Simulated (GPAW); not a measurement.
**Quasiparticle gap of WS2 (Tungstenite) in GPAW**

Wanted: ground state, empty states, screening and self-energy for WS2 (Tungstenite).

Method: LDA and many-body steps on it, plane waves, in GPAW 26.7.0.

The database entry behind the starting cell differs from later determinations by our own check (an axis about 1.4 % long against later determinations), so it need not match the best structure at ambient conditions.

**1. The structure**

The structure is hexagonal, space group P6_3/mmc (No. 194). The conventional cell has a = 3.180 Å, b = 3.180 Å, c = 12.500 Å, α = 90.00°, β = 90.00°, γ = 120.00°. W has 6 S at 2.41 Å nearest. Nearest to S lie 3 W at 2.41 Å. Farther neighbours and most contacts between anions are not listed.

The cell and positions come from the Crystallography Open Database and are kept as given unless a step says otherwise. Spin-orbit coupling is left out unless a step names it.

**2. Ground state**

This step: GPAW 26.7.0; DFT, LDA, plane waves, PAW.

The ground-state density comes first.

Contents of run.py:

```python
import json
import numpy as np
from gpaw.mpi import world
from ase import Atoms
from gpaw import GPAW, PW, FermiDirac

atoms = Atoms(['W', 'W', 'S', 'S', 'S', 'S'],
    cell=[[3.1800000000, 0.0000000000, 0.0000000000],
      [-1.5900000000, 2.7539607840, 0.0000000000],
      [0.0000000000, 0.0000000000, 12.5000000000]],
    scaled_positions=[[0.3333333333, 0.6666666667, 0.2500000000],
      [0.6666666667, 0.3333333333, 0.7500000000],
      [0.3333333333, 0.6666666667, 0.6250000000],
      [0.6666666667, 0.3333333333, 0.1250000000],
      [0.3333333333, 0.6666666667, 0.8750000000],
      [0.6666666667, 0.3333333333, 0.3750000000]],
    pbc=(True, True, True))
calc = GPAW(mode=PW(450),
    xc='LDA',
    kpts={'size': (9, 9, 2), 'gamma': True},
    occupations=FermiDirac(0.001),
    nbands=-9,
    convergence={'density': 1e-6, 'bands': -3},
    maxiter=100,
    txt='gs.txt')
atoms.calc = calc
res = {'energy': atoms.get_potential_energy()}
kpts = calc.get_ibz_k_points()
res['kpts'] = kpts
res['eigenvalues'] = [calc.get_eigenvalues(kpt=k) for k in range(len(kpts))]
res['n_electrons'] = calc.get_number_of_electrons()
calc.write('gs.gpw')

if world.rank == 0:
    with open('result.json', 'w') as f:
        json.dump(res, f, default=lambda x: x.tolist())
```

Launch:

```bash
$ mpirun -n 4 gpaw python run.py
```

Numbers of over 12 decimals in the logs are rounded to 6 here.

What it wrote:

```text
__  _  _
 | _ |_)|_||  |
 |__||  | ||/\| - 26.7.0

Input parameters:
  mode=PW(ecut=450.000000),
  convergence={'density': 1e-06, 'bands': -3},
  kpts=MonkhorstPack(size=(9, 9, 2), gamma=True),
  maxiter=100,
  nbands=-9,
  occupations=Occupations(name='fermi-dirac', width=0.001, fixmagmom=False),
  xc=XC(name='LDA')
  [... matrices ...]
Diagonalizing LCAO Hamiltonian
Converting LCAO to pw mode

        S

           W
        S

           S
        W

           S

Atoms  # Å, Bohr magnetons
|   | symbol |         x |        y |         z |    initial magnetic moments |
| 0 |      W | -0.000000 | 1.835974 |  3.125000 | ( 0.0000,  0.0000,  0.0000) |
| 1 |      W |  1.590000 | 0.917987 |  9.375000 | ( 0.0000,  0.0000,  0.0000) |
| 2 |      S | -0.000000 | 1.835974 |  7.812500 | ( 0.0000,  0.0000,  0.0000) |
| 3 |      S |  1.590000 | 0.917987 |  1.562500 | ( 0.0000,  0.0000,  0.0000) |
| 4 |      S | -0.000000 | 1.835974 | 10.937500 | ( 0.0000,  0.0000,  0.0000) |
| 5 |      S |  1.590000 | 0.917987 |  4.687500 | ( 0.0000,  0.0000,  0.0000) |

Unit cell  # Å
| periodic |         x |        y |         z |   lengths |     angles |
|      yes |  3.180000 | 0.000000 |  0.000000 |  3.180000 |  90.000000 |
|      yes | -1.590000 | 2.753961 |  0.000000 |  3.180000 |  90.000000 |
|      yes |  0.000000 | 0.000000 | 12.500000 | 12.500000 | 120.000000 |

Number of symmetries: 12
Symmetry operations  # r_c * U_cc + t_c -> r_c
|    | kind |            matrix            |
|  0 |  σ   |  1, 1, 0,  0,-1, 0,  0, 0, 1 |
|  1 |  S6  |  1, 1, 0, -1, 0, 0,  0, 0,-1 |
|  2 |  E   |  1, 0, 0,  0, 1, 0,  0, 0, 1 |
|  3 |  C2  |  1, 0, 0, -1,-1, 0,  0, 0,-1 |
|  4 |  C2  |  0, 1, 0,  1, 0, 0,  0, 0,-1 |
|  5 |  C3  |  0, 1, 0, -1,-1, 0,  0, 0, 1 |
|  6 |  S6  |  0,-1, 0,  1, 1, 0,  0, 0,-1 |
|  7 |  σ   |  0,-1, 0, -1, 0, 0,  0, 0, 1 |
|  8 |  σ   | -1, 0, 0,  1, 1, 0,  0, 0, 1 |
|  9 |  i   | -1, 0, 0,  0,-1, 0,  0, 0,-1 |
| 10 |  C3  | -1,-1, 0,  1, 0, 0,  0, 0, 1 |
| 11 |  C2  | -1,-1, 0,  0, 1, 0,  0, 0,-1 |

BZ-sampling:
  Number of BZ points: 162
  Number of IBZ points: 24

  Monkhorst-Pack size: [9, 9, 2]
  Monkhorst-Pack shift: [0.0, 0.0, 0.25]

K-points  # in reciprocal-cell coordinates
|     |                                coordinates |     weight |
|   0 | (  0.00000000,   0.00000000,   0.00000000) | 0.00617284 |
|   1 | (  0.00000000,   0.00000000,   0.50000000) | 0.00617284 |
|   2 | (  0.11111111,   0.00000000,   0.00000000) | 0.03703704 |
|   3 | (  0.11111111,   0.00000000,   0.50000000) | 0.03703704 |
|   4 | (  0.22222222,  -0.11111111,   0.00000000) | 0.03703704 |
|   5 | (  0.22222222,  -0.11111111,   0.50000000) | 0.03703704 |
|   6 | (  0.22222222,   0.00000000,   0.00000000) | 0.03703704 |
|   7 | (  0.22222222,   0.00000000,   0.50000000) | 0.03703704 |
|   8 | (  0.33333333,  -0.11111111,   0.00000000) | 0.07407407 |
|   9 | (  0.33333333,  -0.11111111,   0.50000000) | 0.07407407 |
| ... |                                            |            |
|  23 | (  0.44444444,   0.44444444,   0.50000000) | 0.03703704 |

Plane wave coefficients: 2432
Cutoff: 450.000000 eV

Spin-components: 1 (collinear spins)
Bands:           35
Projectors:      32
Spin-degeneracy: 2
Datatype:        complex128

  Storage: CPU
  Wave functions: 32_188_800 bytes (8_047_200 per core)
  Projectors: 23_911_680 bytes (5_977_920 per core)
  [... matrices ...]
Parallelization:
  kpt:    4
  domain: 1
  band:   1

Density:
  Valence electrons: 52.0
  Components: 1
  Grid points: [16 16 63]
  Charge: 0.0  # |e|

Potential:
  Grid points: [16 16 63]

species:
  W:
    name:    Tungsten
    Z:       74.0
    valence: 14
    core:    60
    charge:  0.0  # [|e|]
    compensation charges:
      type: gauss
      rc: 0.40  # [Å]
      lmax: 2
    cutoffs:
      filter: 2.36  # [Å]
      core: 3.02  # [Å]
    projectors
    | kind |    occ | energy [eV] | rcut [Å] |
    |   5s |  2.000 |     -79.053 |    1.344 |
    |   6s |  2.000 |      -5.886 |    1.344 |
    |   5p |  6.000 |     -43.417 |    1.355 |
    |   6p |  0.000 |      -1.469 |    1.355 |
    |   5d |  4.000 |      -4.693 |    1.228 |
    |    d |        |      22.518 |    1.228 |

    Using partial waves for W as LCAO basis

  S:
    name:    Sulfur
    Z:       16.0
    valence: 6
    core:    10
    charge:  0.0  # [|e|]
    compensation charges:
      type: gauss
      rc: 0.24  # [Å]
      lmax: 2
    cutoffs:
      filter: 1.77  # [Å]
      core: 1.66  # [Å]
    projectors
    | kind |    occ | energy [eV] | rcut [Å] |
    |   3s |  2.000 |     -17.278 |    0.974 |
    |   3p |  4.000 |      -7.106 |    0.979 |
    |    s |        |       9.933 |    0.974 |
    |    p |        |      20.105 |    0.979 |
    |    d |        |       0.000 |    0.900 |

    Using partial waves for S as LCAO basis

Reference energy: -920330.548201  # eV

eigensolver:
  PPCG
  Converge bands: -3
  niter=2

density mixing:
  MSR1-Mixer
  Pratt-step length: 0.05
  Maximum mixing coefficient: 0.75
  Old densities: 10
  SVD Regularization: 0.005
  Good broyden scale: 1.0
  Trust region scale: 1.0
  Backstep threshold: 4.0
  History deletion threshold: 6.0
  Fourier metric: weight=20.0, sigma=0.015

occupation numbers:
  Fermi-Dirac:
    width: 0.0010  # eV

poisson solver:
  ecut: 3600.000000  # eV

xc functional:
  name: None

Initialization done in: 1.962 s

convergence criteria:
- Maximum integral of absolute [dens]ity change: 1e-06 electrons / valence electron
- Maximum [total energy] change in last 3 cyles: 0.0005 eV / valence electron
- Maximum integral of absolute [eigenst]ate change: 4e-08 eV^2 / valence electron
maximum number of iterations: 100

SCF iterations
|iter     |     time |      energy | eigst |  dens |
|iter:   1|  |  -50.480449 | +0.59 |       |
|iter:   2|  |  -50.453304 | -0.94 | -1.19 |
|iter:   3|  |  -50.241736 | -0.97 | -1.23 |
|iter:   4|  |  -49.832523 | -1.17 | -1.41 |
|iter:   5|  |  -49.809649 | -2.22 | -1.80 |
|iter:   6|  |  -49.810377c| -3.58 | -2.15 |
|iter:   7|  |  -49.811347c| -3.51 | -2.98 |
|iter:   8|  |  -49.810413c| -3.79 | -2.93 |
|iter:   9|  |  -49.810405c| -5.10 | -3.62 |
|iter:  10|  |  -49.810405c| -6.82 | -4.41 |
|iter:  11|  |  -49.810405c| -7.49c| -4.96 |
|iter:  12|  |  -49.810405c| -8.04c| -5.48 |
|iter:  13|  |  -49.810405c| -8.58c| -6.11c|

Converged in 13 steps
SCF loop duration: 6.748 s (0.519 s/step)
Energy contributions relative to reference atoms: (reference = -920330.548201)
  [... matrices ...]
Energy contributions:
  Kinetic:          24.191165
  Coulomb:         -28.726294
  Zero:              0.009205
  External:          0.000000
  Xc:              -45.284480
  Entropy:          -0.000000
  Spinorbit:         0.000000
  ----------------------------
  Free energy:     -49.810405
  Extrapolated:    -49.810405

dipole moment: (0.000004, 0.000006, 0.000029)  # |e|*Ang

Fermi level: 9.197
Eigenvalues  # (at kpt = [0.000, 0.000, 0.000])
| band index |      eig [eV] | occ [0-2] |
|          0 |       -66.235 |     2.000 |
|        ... |               |           |
|         18 |         4.654 |     2.000 |
|         19 |         5.874 |     2.000 |
|         20 |         5.874 |     2.000 |
|         21 |         5.917 |     2.000 |
|         22 |         5.917 |     2.000 |
|         23 |         6.652 |     2.000 |
|         24 |         7.030 |     2.000 |
|         25 |         8.176 |     2.000 |
|         26 |        10.400 |     0.000 |
[...]
|         30 |        10.519 |     0.000 |
|         31 |        10.519 |     0.000 |
|         32 |        10.674 |     0.000 |
|         33 |        10.674 |     0.000 |
|         34 |        12.682 |     0.000 |

Gap: 1.067 eV
Transition (v -> c):
  (s=0, k=0, n=25, [0.00, 0.00, 0.00]) -> (s=0, k=8, n=26, [0.33, -0.11, 0.00])
Direct/indirect transitions are different
Direct gap: 1.718 eV
Transition at: (s=0, k=12, n=25, [0.33, 0.33, 0.00])
# Writing to gs.gpw (mode='')
  [... matrices ...]
```

Run time: 11 s. Hardware: 4 MPI ranks of Intel Xeon Platinum 8375C at 2.90GHz (Ice Lake), shared host; peak memory 0.78 GiB; 42 s of CPU time.

This step gave:

```
total energy               : -49.81 eV
gap                        : 1.067 eV
k of the valence top       : 0, 0, 0
k of the conduction bottom : 0.3333, -0.1111, 0
least direct gap           : 1.718 eV
```

The gap is indirect, with the least direct gap 0.65 eV higher.

**3. Empty states on the mesh, 6×6×2 mesh, 713 bands**

The sums over transitions need many empty states on a uniform mesh; this step solves for them.

Contents of run.py:

```python
import json
import numpy as np
from gpaw.mpi import world
from gpaw import GPAW

calc = GPAW('gs.gpw').fixed_density(kpts={'size': (6, 6, 2), 'gamma': True},
    parallel={'domain': 1, 'band': 1},
    txt='nscf.txt')
calc.diagonalize_full_hamiltonian(nbands=713)
calc.write('full.gpw', mode='all')
res = {}
kpts = calc.get_ibz_k_points()
res['kpts'] = kpts
res['eigenvalues'] = [calc.get_eigenvalues(kpt=k) for k in range(len(kpts))]
res['n_electrons'] = calc.get_number_of_electrons()

if world.rank == 0:
    with open('result.json', 'w') as f:
        json.dump(res, f, default=lambda x: x.tolist())
```

Launch:

```bash
$ mpirun -n 4 gpaw python run.py
```

What it wrote:

```text
Diagonalizing LCAO Hamiltonian
Converting LCAO to pw mode
convergence criteria:
- Maximum integral of absolute [eigenst]ate change: 4e-08 eV^2 / valence electron
maximum number of iterations: 100

SCF iterations
|iter     |     time |      energy | eigst |  dens |
|iter:   1|  |             | +0.40 |       |
|iter:   2|  |             | -1.08 |       |
|iter:   3|  |             | -2.23 |       |
[...]
|iter:   9|  |             | -6.35 |       |
|iter:  10|  |             | -6.89 |       |
|iter:  11|  |             | -7.49c|       |
SCF steps: 11
  __  _  _
 | _ |_)|_||  |
 |__||  | ||/\| - 26.7.0

Input parameters:
  mode=PW(ecut=450.000000),
  convergence={'density': 1e-06, 'bands': -3},
  gpts=array([16, 16, 63]),
  kpts=MonkhorstPack(size=(6, 6, 2), gamma=True),
  maxiter=100,
  nbands=35,
  occupations=Occupations(name='fermi-dirac', width=0.001, fixmagmom=False),
  parallel={'domain': 1, 'band': 1},
  xc=XC(name='LDA')
Matrix size: 2432x2432
# Writing to full.gpw (mode='all')
  [... matrices ...]

timing:  # [seconds]
  Total: 39.413  # ━━━━━━━━━━━━━━━━━━━━━━━━━━━━━━━━━━━━━━━━━━━━━━━━━━━━━━━━━━
```

Run time: 47 s. Hardware: 4 MPI ranks; peak memory 2.8 GiB; 3.1 min of CPU time.

Numbers from this step:

| Item | Value |
| --- | --- |
| gap | 0.9686 eV |
| k of the valence top | 0, 0, 0 |
| k of the conduction bottom | 0.3333, -0.1667, 0 |
| least direct gap | 1.718 eV |
| k points computed | 14 |
| lowest point of the top converged band, above the valence top | 182.6895 eV |

On this mesh the gap is 0.969 eV.

**4. Screening and self-energy, 6×6×2 mesh, 326 bands, screening to 120 eV**

Now the one-shot GW correction: screening in the RPA, then the self-energy of the levels asked for.

This step: G0W0 on LDA, plane waves, PAW.

Contents of run.py:

```python
import json
import numpy as np
from gpaw.mpi import world
from gpaw.response.g0w0 import G0W0

gw = G0W0('full.gpw',
    filename='gw',
    kpts=[0, 4, 8],
    bands=(24, 28),
    ecut=120,
    nbands=326,
    integrate_gamma='WS',
    ppa=True)
gw.calculate()
res = {mode: {k: v for k, v in r.items() if k != 'sigma_eskwn'}
       for mode, r in gw.all_results.items()}

if world.rank == 0:
    with open('result.json', 'w') as f:
        json.dump(res, f, default=lambda x: x.tolist())
```

Launch:

```bash
$ mpirun -n 4 gpaw python run.py
```

What it wrote:

```text
Using integrator: PointIntegrator
FrequencyGridDescriptor(from 0.000+0.000j to 0.000+27.211j eV, 2 points)
Nonperiodic BCs:  [False False False]
Using integrator: PointIntegrator
FrequencyGridDescriptor(from 0.000+0.000j to 0.000+27.211j eV, 2 points)
Nonperiodic BCs:  [False False False]
  ___  _ _ _
 |   || | | |
 | | || | | |
 |__ ||_____|
 |___|

BZ k-points: Symmetries present (total): 12

  [... matrices ...]
72 k-points: 6 x 6 x 2 Monkhorst-Pack grid + [1/12,1/12,1/4]
14 k-points in the irreducible part of the Brillouin zone
       k-points in crystal coordinates                weights
   0:     0.00000000    0.00000000    0.00000000          1/72
   1:     0.00000000    0.00000000    0.50000000          1/72
   2:     0.16666667    0.00000000    0.00000000          6/72
   3:     0.16666667    0.00000000    0.50000000          6/72
   4:     0.33333333   -0.16666667    0.00000000          6/72
   5:     0.33333333   -0.16666667    0.50000000          6/72
   6:     0.33333333    0.00000000    0.00000000          6/72
   7:     0.33333333    0.00000000    0.50000000          6/72
   8:     0.33333333    0.33333333    0.00000000          2/72
   9:     0.33333333    0.33333333    0.50000000          2/72
          ...
  13:     0.50000000    0.50000000    0.50000000          3/72

Distributing spins, k-points and bands (1 x 3 x 4) over 4 processes
Number of blocks: 1

Quasi particle states:
k-points (IBZ indices): [0, 4, 8]
Band range: (24, 28)
  [... matrices ...]
Computational parameters:
Plane wave cut-off: 120 eV
Number of bands: 326
Coulomb cutoff: None
Broadening: 0.1 eV

fxc modes: GW
Kernel: RPA
Using Godby-Needs plasmon-pole approximation:
  Fitting energy: i*E0, E0 = 1.000 Hartree
Summing all q:

Calculating screened Coulomb potential
No Coulomb truncation
FrequencyGridDescriptor(from 0.000+0.000j to 0.000+27.211j eV, 2 points)
Removing empty qpoint cache files...

Calculating chi0 body with:
    Ground state adapter containing:
    Number of spins: 1
    Number of kpoints: 72
    Number of irreducible kpoints: 14
    Number of completely occupied states: 26
    Number of partially occupied states: 26
    Occupied states memory: 6.3984375 M / cpu

    Linear response parametrization:
    q_c: [1.3877787807814457e-17, 1.3877787807814457e-17, 0.0]
    Number of frequency points: 2
    Planewave cutoff: 120.0
    Number of bands: 326
    Number of planewaves: 317
    Broadening (eta): 1e-06
    comm.size: 4
    kncomm.size: 4
    blockcomm.size: 1

    Memory estimate of potentially large arrays:
        chi0_wGG: 3.066681 M / cpu
Integrating chi0 body.

Symmetries of q_c:
    Direct symmetries (Uq -> q): 12
    Indirect symmetries (TUq -> q): 0
In total 12 allowed symmetries.

  [... matrices ...]
14 groups of equivalent kpoints. 80.555556% reduction.

Integral kind: response function
Integrating chi0 head and wings.

Symmetries of q_c:
    Direct symmetries (Uq -> q): 12
    Indirect symmetries (TUq -> q): 0
In total 12 allowed symmetries.

  [... matrices ...]
14 groups of equivalent kpoints. 80.555556% reduction.

Integral kind: response function wings

Calculating chi0 body with:
    Ground state adapter containing:
    Number of spins: 1
    Number of kpoints: 72
    Number of irreducible kpoints: 14
    Number of completely occupied states: 26
    Number of partially occupied states: 26
[... the further q-points ...]

Results:
f:      Occupation numbers
eps:     KS-eigenvalues [eV]
vxc:     KS vxc [eV]
exx:     Exact exchange [eV]
sigma:   Self-energies [eV]
dsigma:  Self-energy derivatives
Z:       Renormalization factors
qp:      QP-energies [eV]

k-point 0 (0): (0.000, 0.000, 0.000)                GW
band       f     eps     vxc     exx   sigma  dsigma       Z      qp
                                                                   GW
  24   1.000   7.030 -17.252 -18.118   1.014  -0.266   0.790   7.147
  25   1.000   8.176 -19.092 -19.393   0.562  -0.270   0.788   8.382
  26   0.000  10.400 -18.631 -13.755  -3.887  -0.266   0.790  11.181
  27   0.000  10.400 -18.631 -13.755  -3.887  -0.266   0.790  11.181

k-point 1 (4): (0.333, -0.167, 0.000)                GW
band       f     eps     vxc     exx   sigma  dsigma       Z      qp
                                                                   GW
  24   1.000   6.635 -18.293 -19.460   1.331  -0.274   0.785   6.764
  25   1.000   6.668 -18.381 -19.501   1.314  -0.274   0.785   6.820
  26   0.000   9.145 -17.164 -12.911  -3.440  -0.256   0.796   9.792
  27   0.000   9.929 -18.986 -14.210  -3.784  -0.268   0.789  10.712

k-point 2 (8): (0.333, 0.333, 0.000)                GW
band       f     eps     vxc     exx   sigma  dsigma       Z      qp
                                                                   GW
  24   1.000   7.407 -18.252 -18.626   0.636  -0.265   0.791   7.614
  25   1.000   7.584 -18.806 -19.083   0.580  -0.267   0.790   7.823
  26   0.000   9.302 -20.191 -15.763  -3.342  -0.264   0.791  10.161
  27   0.000   9.302 -20.191 -15.763  -3.342  -0.264   0.791  10.161
```

The job ended after 8.7 min (4 MPI ranks; peak memory 2.1 GiB).

This step gave:

- G0W0 gap on the points computed: 1.410 eV
- least direct G0W0 gap on the computed points: 2.338 eV
- Z at the valence top: 0.7876
- Z at the conduction bottom: 0.7963
- starting gap on the mesh: 0.9686 eV
- k of the valence top: 0, 0, 0
- k of the conduction bottom: 0.3333, -0.1667, 0

The gap on the mesh goes from 0.97 eV to 1.41 eV, a correction of +0.44 eV. The start differs from the 1.07 eV found before because the two sample other k points.

Limits: finite bands, cutoff and mesh; no spin-orbit coupling; coarse k mesh. v1 is the top filled band, c1 the lowest empty one. The levels before and after the correction (eV, zero at the valence-band top of each column):

```tsv
	conduction bottom	valence top
Kohn-Sham	0.97	0.00
G0W0	1.41	0.00
```

```tsv
	level	energy (eV)
Kohn-Sham	Γ v2	-1.146
Kohn-Sham	Γ v1	0.000
Kohn-Sham	Γ c1-c2	2.224
Kohn-Sham	(0.333 -0.167 0) v2	-1.541
Kohn-Sham	(0.333 -0.167 0) v1	-1.508
Kohn-Sham	(0.333 -0.167 0) c1	0.969
Kohn-Sham	(0.333 -0.167 0) c2	1.753
G0W0	Γ v2	-1.235
G0W0	Γ v1	0.000
G0W0	Γ c1-c2	2.799
G0W0	(0.333 -0.167 0) v2	-1.618
G0W0	(0.333 -0.167 0) v1	-1.562
G0W0	(0.333 -0.167 0) c1	1.410
G0W0	(0.333 -0.167 0) c2	2.330
```

**5. Where the time went**

Times are wall times on 4 MPI ranks of Intel Xeon Platinum 8375C at 2.90GHz (Ice Lake), shared host, good to a factor of about two.

```tsv
step	time	share	memory (GiB)
ground state	11 s	2 %	0.78
empty states on the mesh	47 s	8 %	2.8
screening and self-energy	8.7 min	90 %	2.1
```

**6. What came out**

| Property | Result |
| --- | --- |
| LDA gap | 1.07 eV, indirect |
| G0W0 gap on the mesh | 1.41 eV |
| GW settings | 6×6×2 mesh, 326 bands, screening to 120 eV, Godby-Needs plasmon pole |
| known limits | not at the basis limit; no spin-orbit coupling; coarse k mesh |

**Reading.** G0W0 moves the gap on the mesh from 0.97 eV to 1.41 eV (+0.44 eV), with Z of 0.79 and 0.80 at the edges. Only 3 of the mesh's irreducible points were corrected, so a valley elsewhere could overtake. The dearest step here is «screening and self-energy». Bands and cutoff are finite, so the gap is not at the basis limit. The miss can reach some tenths of an eV and take either sign; the mesh is an error of its own. These stock PAW sets were not made for GW; the filled d or f shell of W lies in the frozen core, which bears on start and correction. In the G0W0 run levels were corrected at 3 k points alone, so a gap called «on the mesh» is the least over those, and an edge elsewhere would be missed. The 6×6×2 mesh is coarse for this cell, which bears on the long-range parts of exchange and screening. The many-body steps are scalar-relativistic: spin-orbit coupling is not in them.

[Paths, hosts, dates, memory and timing lines, banners, echoed tables and standing remarks are left out of the program output.]

[Logs are printed without paths, hosts, clocks, repeated set-up lines and the standing remarks that a program may print on its own settings, such as how far it seeks lower states.]

[Runs of the session that timed out or met a known fault of the program may be left out.]

[Hosts, paths, dates, database ids (printed as entryN), source tags and the programs' standing remarks are cut or masked in the printed files.]
